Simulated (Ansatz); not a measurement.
# Scanning the volume in random rock-salt alloy of NbN and ZrN

How does the cell respond to the volume?

Program: Ansatz 0.2.0. Level of theory: Kohn-Sham DFT, PBE, PAW set soft_1, plane waves. Results are calculated unless marked as measured.

### 1. Starting point

The cell holds 64 atoms: 28 Nb, 32 N and 4 Zr. Cell: a = 8.827 Å, b = 8.827 Å, c = 8.827 Å, α = 90.0°, β = 90.0°, γ = 90.0°. Rock-salt NbN, 2 x 2 x 2 conventional cells, 4 of 32 Nb sites given to Zr at random (x = 0.125), lattice by Vegard's rule (a = 4.413 A); displaced by a Gaussian of 0.02 A.

### 2. The script

The script builds the cell with ASE, from fixed seeds where it draws at random, so the run can be repeated from this text alone. The 2×2×2 mesh is chosen so that along the periodic directions points times cell width come to 17.6 Å or more. A smearing of 0.025 eV is typed, narrow for a metal. The PAW files are read from a folder beside the script (Ansatz's set soft_1), and the density starts from superposed atoms. The atoms are relaxed first, so that the scan starts at or near a minimum at this cell. The cell is scaled with the atoms at fixed fractional positions, and a Birch–Murnaghan curve is fitted.

curve.py reads:

```python
import time
import warnings
import numpy as np
from ase.build import bulk
from ase.eos import EquationOfState
from ase.units import GPa
import ansatz as az

warnings.simplefilter("ignore", az.DeckWarning)
u = bulk('NbN', 'rocksalt', a=4.4134, cubic=True)
atoms = u.repeat([2, 2, 2])
rng = np.random.default_rng(250)
sites = rng.permutation([a.index for a in atoms if a.symbol == 'Nb'])
new = ['Zr'] * 4
for k, e in zip(sites, new): atoms[k].symbol = e
atoms.rattle(0.02, seed=250)
atoms.wrap()
print(atoms.get_chemical_formula(), "-", len(atoms), "atoms; cell", atoms.cell.cellpar().round(3))

def setup(atoms):
    return (
        az.Crystal.from_ase(atoms)
        .calculation()
        .functional("pbe")
        .pseudopotentials("paw", azcp={"folder": "./paw"}, xc_functional="pbe")
        .basis(450)
        .kpoints(2, 2, 2)
        .occupations("fermi_dirac", width=0.025)
    )

def gap_of(report):
    e = np.concatenate(report["eigenvalues_ev"]); f = np.concatenate(report["occupations"])
    f = f / f.max()  # a half-filled level counts on both sides, so the gap is then zero
    return e[f > 0.3].max(), e[f < 0.7].min()

def relaxed(atoms):
    steps = []
    calc = setup(atoms).relax(force_tolerance=0.03, max_steps=46).forces()
    keep = lambda event: steps.append(event["data"]) if event["event"] == "relax_step" and event["data"].get("accepted", True) else None
    try:
        az.Session.from_yaml(calc.to_yaml()).plan(threads=4).execute(on_event=keep)
    except az.NonConvergedError as error:
        print("relaxation stopped at the step limit:", str(error).split(". ")[0])
    final = atoms.copy()
    final.set_cell(steps[-1].get("cell_ang", atoms.cell))
    final.positions = steps[-1]["positions_ang"]
    print(f"{len(steps)} steps, energy change {steps[-1]['lagrangian_ev'] - steps[0]['lagrangian_ev']:+.3f} eV, largest force component {steps[-1]['allowed_force_max_ev_ang']:.3f} eV/A", flush=True)
    return final

start = time.time()
start_cell = relaxed(atoms)
start_cell.set_constraint()
print(f"relaxed first, in {time.time() - start:.0f} s")

rows = []
for x in [0.91, 0.94, 0.97, 1, 1.03, 1.06, 1.09]:
    a = start_cell.copy()
    a.set_cell(a.cell[:] * x ** (1 / 3), scale_atoms=True)
    try:
        r = setup(a).forces().stress().band_table().run(threads=4).report
    except az.AnsatzError as error:
        print(x, 'failed:', str(error)[:110])
        continue
    print(x, f"F = {r['free_energy_ev']:.4f} eV after {r['n_iterations']} iterations", flush=True)
    homo, lumo = gap_of(r)
    rows.append((x, r['free_energy_ev'], np.sqrt(np.mean(np.square(r['forces_ev_ang']))), max(lumo - homo, 0), np.trace(r['stress_gpa']) / 3))
low = min(e for _, e, *_ in rows)
print("      V/V0  E - Emin (meV/atom)  rms force (eV/A)  gap (eV)  P (GPa)")
for x, e, f, gap, p in rows:
    print(f"{x:10.3f} {1000 * (e - low) / len(atoms):20.2f} {f:17.3f} {gap:9.3f} {p:8.2f}")
eos = EquationOfState([x * atoms.get_volume() for x, *_ in rows], [e for _, e, *_ in rows], "birchmurnaghan")
v0, e0, b0 = eos.fit()
print(f"fit with the ions carried along unrelaxed: V0 = {v0 / len(atoms):.3f} A^3/atom ({v0 / atoms.get_volume():.3f} of the start), B0 = {b0 / GPa:.1f} GPa")
```

Started as:

```console
$ python curve.py
```

The program printed:

```text
N32Nb28Zr4 - 64 atoms; cell [ 8.827  8.827  8.827 90.    90.    90.   ]
13 steps, energy change -3.283 eV, largest force component 0.023 eV/A
relaxed first, in 279 s
0.91 F = -156548.0145 eV after 9 iterations
0.94 F = -156552.7729 eV after 9 iterations
0.97 F = -156555.7865 eV after 10 iterations
1 F = -156557.3139 eV after 10 iterations
1.03 F = -156557.5710 eV after 10 iterations
1.06 F = -156556.7440 eV after 11 iterations
1.09 F = -156554.9925 eV after 11 iterations
      V/V0  E - Emin (meV/atom)  rms force (eV/A)  gap (eV)  P (GPa)
     0.910               149.32             0.198     0.067    44.48
     0.940                74.97             0.124     0.000    29.82
     0.970                27.88             0.059     0.000    17.33
     1.000                 4.02             0.005     0.000     6.67
     1.030                 0.00             0.053     0.000    -2.43
     1.060                12.92             0.099     0.000   -10.20
     1.090                40.29             0.141     0.000   -16.83
fit with the ions carried along unrelaxed: V0 = 10.977 A^3/atom (1.022 of the start), B0 = 299.0 GPa
```

Elapsed: 8.4 min, on 4 threads of Intel Xeon 6975P-C (Granite Rapids), shared host; peak memory 5.9 GiB; 26 min of CPU time.

### 3. Summary of results

* lowest point of the scan: 1.03 times the starting volume
* energy range: 149 meV/atom
* fitted volume: 10.977 Å³/atom
* fitted bulk modulus, ions unrelaxed: 299.0 GPa

In words: The lowest of the points computed is at 1.03 times the starting volume; the scan spans 149 meV/atom. With the ions carried along unrelaxed the modulus tends to lie above the relaxed one. Bands overlap or touch in every run, so the cell is a metal at this level and any non-zero gap printed is a spacing between sampled levels. A metal needs a dense mesh, and this one wasn't tested.

[Logs are printed without paths, hosts, clocks, repeated set-up lines and the standing remarks that a program may print on its own settings, such as how far it seeks lower states.]

[Hosts, paths, dates, database ids (printed as entryN), source tags and the programs' standing remarks are cut or masked in the printed files.]

[Scripts of this kind were picked in part by their result: those with far moves, changed bonds, near-zero gaps or large misses at database cells are mostly left out.]
